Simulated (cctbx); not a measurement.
**What resolution and counting buy: FeBi3**

Space group P-6m2 (no. 187), a = 3.0580 Å, b = 3.0580 Å, c = 10.9940 Å, α = 90.00°, β = 90.00°, γ = 120.00°.

| atom | mult. | x | y | z | Ueq (Å²) |
| --- | --- | --- | --- | --- | --- |
| Bi1 | 2 | 0 | 0 | 0.2476 | 0.0176 |
| Bi2 | 1 | 2/3 | 1/3 | 0 | 0.0073 |
| Fe1 | 1 | 2/3 | 1/3 | 1/2 | 0.0108 |

This is a model crystal, built by substitution and not relaxed, with assumed displacement parameters.

Five simulated data sets (cctbx; Ag Kα, λ = 0.56087 Å; 1.5 % proportional error) differ in resolution or exposure (noise floor 2 counts in the first three, 8 in the last two). Each is refined with the right model, isotropic at 1.1 Å and anisotropic otherwise. How do the figures of merit and the uncertainties move?

| d min (Å) | top counts | ⟨I/σ⟩ (unmerged, absences included) | unique | param. (scale apart) | Rint | R1 | GooF | largest s.u. xyz (fractional) | s.u. U of Fe1 (Å²) | largest error (Å) |
| --- | --- | --- | --- | --- | --- | --- | --- | --- | --- | --- |
| 1.1 | 70000 | 45.5 | 48 | 4 | 0.012 | 0.0079 | 1.67 | 0.00005 | 0.0008 | 0.0003 |
| 0.84 | 70000 | 42.7 | 96 | 7 | 0.013 | 0.0036 | 0.81 | 0.00002 | 0.0003 | 0.0004 |
| 0.6 | 70000 | 35.6 | 216 | 7 | 0.014 | 0.0041 | 0.86 | 0.00001 | 0.0001 | 0.0000 |
| 0.75 | 300 | 2.4 | 119 | 7 | 0.226 | 0.0662 | 0.92 | 0.00071 | 0.0110 | 0.0079 |
| 0.75 | 3000 | 11.1 | 119 | 7 | 0.043 | 0.0180 | 0.92 | 0.00010 | 0.0017 | 0.0011 |

GooF reaches 1.67 where the model lacks something that the data hold (anisotropy at the isotropic level, for one). The s.u. of U for Fe1 goes 0.0008, 0.0003, 0.0001 Å² with resolution and 0.0110, 0.0017 Å² with exposure.

The 1.1 Å row also differs in its displacement model, so it isn't a clean test of resolution.

Hardware for the 0.6 Å refinement: 0.42 s on 1 thread of Arm Neoverse V2 (shared host), peak memory 0.09 GiB.
